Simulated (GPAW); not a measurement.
# Quasiparticle gap of Mg2NCl (R-3m) in GPAW, part 2 of 2

Wanted: ground state, empty states, screening and self-energy for Mg2NCl (R-3m).

GPAW 26.7.0; LDA and many-body steps on it, plane waves. Known limits of the many-body steps: not at the basis limit.

So far. Step 3 (Bands along the symmetry lines): The gap is 2.164 eV, as in the run before at this level. Step 4 (Empty states on the mesh, 4×4×4 mesh, 103 bands): On this mesh the gap is 2.164 eV.

## Step 5: Screening and self-energy, 4×4×4 mesh, 93 bands, screening to 80 eV

G0W0 replaces the xc potential by the self-energy, built once from these orbitals. Only a window of levels is corrected, while the sums run over the empty bands that the input names.

This step: G0W0 on LDA, plane waves, PAW.

run.py reads:

```python
import json
import numpy as np
from gpaw.mpi import world
from gpaw.response.g0w0 import G0W0

gw = G0W0('full.gpw',
    filename='gw',
    kpts=[0],
    bands=(14, 18),
    ecut=80,
    nbands=93,
    integrate_gamma='WS',
    ppa=True)
gw.calculate()
res = {mode: {k: v for k, v in r.items() if k != 'sigma_eskwn'}
       for mode, r in gw.all_results.items()}

if world.rank == 0:
    with open('result.json', 'w') as f:
        json.dump(res, f, default=lambda x: x.tolist())
```

Started as:

```bash
$ mpirun -n 4 gpaw python run.py
```

Numbers of over 12 decimals in the logs are rounded to 6 here.

The program printed:

```text
Using integrator: PointIntegrator
FrequencyGridDescriptor(from 0.000+0.000j to 0.000+27.211j eV, 2 points)
Nonperiodic BCs:  [False False False]
Using integrator: PointIntegrator
FrequencyGridDescriptor(from 0.000+0.000j to 0.000+27.211j eV, 2 points)
Nonperiodic BCs:  [False False False]
  ___  _ _ _
 |   || | | |
 | | || | | |
 |__ ||_____|
 |___|

BZ k-points: Symmetries present (total): 12

  [... matrices ...]
64 k-points: 4 x 4 x 4 Monkhorst-Pack grid + [1/8,1/8,1/8]
13 k-points in the irreducible part of the Brillouin zone
       k-points in crystal coordinates                weights
   0:     0.00000000    0.00000000    0.00000000          1/64
   1:     0.25000000    0.00000000   -0.25000000          6/64
   2:     0.25000000    0.00000000    0.00000000          6/64
   3:     0.25000000    0.25000000   -0.25000000          6/64
   4:     0.25000000    0.25000000    0.00000000          6/64
   5:     0.25000000    0.25000000    0.25000000          2/64
   6:     0.50000000    0.00000000    0.00000000          3/64
   7:     0.50000000    0.25000000   -0.25000000          6/64
   8:     0.50000000    0.25000000    0.00000000         12/64
   9:     0.50000000    0.25000000    0.25000000          6/64
          ...
  12:     0.50000000    0.50000000    0.50000000          1/64

Distributing spins, k-points and bands (1 x 1 x 4) over 4 processes
Number of blocks: 1

Quasi particle states:
k-points (IBZ indices): [0]
Band range: (14, 18)
  [... matrices ...]
Computational parameters:
Plane wave cut-off: 80 eV
Number of bands: 93
Coulomb cutoff: None
Broadening: 0.1 eV

fxc modes: GW
Kernel: RPA
Using Godby-Needs plasmon-pole approximation:
  Fitting energy: i*E0, E0 = 1.000 Hartree
Summing all q:

Calculating screened Coulomb potential
No Coulomb truncation
FrequencyGridDescriptor(from 0.000+0.000j to 0.000+27.211j eV, 2 points)
Removing empty qpoint cache files...

Calculating chi0 body with:
    Ground state adapter containing:
    Number of spins: 1
    Number of kpoints: 64
    Number of irreducible kpoints: 13
    Number of completely occupied states: 16
    Number of partially occupied states: 16
    Occupied states memory: 11.390625 M / cpu

    Linear response parametrization:
    q_c: [0.0, 0.0, 0.0]
    Number of frequency points: 2
    Planewave cutoff: 80.0
    Number of bands: 93
    Number of planewaves: 99
    Broadening (eta): 1e-06
    comm.size: 4
    kncomm.size: 4
    blockcomm.size: 1

    Memory estimate of potentially large arrays:
        chi0_wGG: 0.299103 M / cpu
Integrating chi0 body.

Symmetries of q_c:
    Direct symmetries (Uq -> q): 12
    Indirect symmetries (TUq -> q): 0
In total 12 allowed symmetries.

  [... matrices ...]
13 groups of equivalent kpoints. 79.6875% reduction.

Integral kind: response function
Integrating chi0 head and wings.

Symmetries of q_c:
    Direct symmetries (Uq -> q): 12
    Indirect symmetries (TUq -> q): 0
In total 12 allowed symmetries.

  [... matrices ...]
13 groups of equivalent kpoints. 79.6875% reduction.

Integral kind: response function wings

Calculating chi0 body with:
    Ground state adapter containing:
    Number of spins: 1
    Number of kpoints: 64
    Number of irreducible kpoints: 13
    Number of completely occupied states: 16
    Number of partially occupied states: 16
    Occupied states memory: 11.390625 M / cpu

    Linear response parametrization:
[... the further q-points ...]

Results:
f:      Occupation numbers
eps:     KS-eigenvalues [eV]
vxc:     KS vxc [eV]
exx:     Exact exchange [eV]
sigma:   Self-energies [eV]
dsigma:  Self-energy derivatives
Z:       Renormalization factors
qp:      QP-energies [eV]

k-point 0 (0): (0.000, 0.000, 0.000)                GW
band       f     eps     vxc     exx   sigma  dsigma       Z      qp
                                                                   GW
  14   1.000   4.869 -17.169 -20.780   3.299  -0.293   0.773   4.628
  15   1.000   4.869 -17.169 -20.780   3.299  -0.293   0.773   4.628
  16   0.000   7.034 -13.288  -8.785  -3.322  -0.214   0.823   8.006
  17   0.000  10.107 -11.702  -6.502  -3.922  -0.209   0.827  11.164
```

Run time: 2.3 min. Hardware: 4 MPI ranks of Arm Neoverse V1, shared host; peak memory 2 GiB.

This step gave:

- G0W0 gap on the points computed: 3.379 eV
- least direct G0W0 gap on the computed points: 3.379 eV
- Z at the valence top: 0.7732
- Z at the conduction bottom: 0.8235
- starting gap on the mesh: 2.164 eV
- k of the valence top: 0, 0, 0
- k of the conduction bottom: 0, 0, 0

The gap on the mesh goes from 2.16 eV to 3.38 eV, a correction of +1.21 eV.

Limits: finite bands, cutoff and mesh. v1 is the top filled band, c1 the lowest empty one. Levels before and after the correction, in eV, zero at the valence-band top of each column:

|  | conduction bottom | valence top |
| --- | --- | --- |
| Kohn-Sham | 2.16 | 0.00 |
| G0W0 | 3.38 | 0.00 |

|  | level | energy (eV) |
| --- | --- | --- |
| Kohn-Sham | Γ v2-v1 | 0.000 |
| Kohn-Sham | Γ c1 | 2.164 |
| Kohn-Sham | Γ c2 | 5.238 |
| G0W0 | Γ v2-v1 | 0.000 |
| G0W0 | Γ c1 | 3.379 |
| G0W0 | Γ c2 | 6.537 |

## Step 6: Where the time went

Times are wall times on 4 MPI ranks of Arm Neoverse V1, shared host, good to a factor of about two.

| step | time | share | memory (GiB) |
| --- | --- | --- | --- |
| ground state | 39 s | 15 % | 0.94 |
| bands along the symmetry lines | 33 s | 12 % | 1.0 |
| empty states on the mesh | 57 s | 21 % | 1.1 |
| screening and self-energy | 2.3 min | 51 % | 2.0 |

## Step 7: What came out

- LDA gap: 2.16 eV, direct
- G0W0 gap on the mesh: 3.38 eV
- GW settings: 4×4×4 mesh, 93 bands, screening to 80 eV, Godby-Needs plasmon pole
- known limits: not at the basis limit

What this shows: G0W0 moves the gap on the mesh from 2.16 eV to 3.38 eV (+1.21 eV), with Z of 0.77 and 0.82 at the edges. Only 1 of the mesh's irreducible points was corrected, so a valley elsewhere could overtake. The dearest step here is «screening and self-energy». Bands and cutoff are finite, so the gap is not at the basis limit. The miss can reach some tenths of an eV and take either sign; the mesh is an error of its own. These stock PAW sets were not made for GW. In the G0W0 run levels were corrected at 1 k point alone, so a gap called «on the mesh» is the least over those, and an edge elsewhere would be missed.

[Paths, hosts, dates, memory and timing lines, banners, echoed tables and standing remarks are left out of the program output.]

[Logs are printed without paths, hosts, clocks, repeated set-up lines and the standing remarks that a program may print on its own settings, such as how far it seeks lower states.]

[Runs of the session that timed out or met a known fault of the program may be left out.]

[Hosts, paths, dates, database ids (printed as entryN), source tags and the programs' standing remarks are cut or masked in the printed files.]
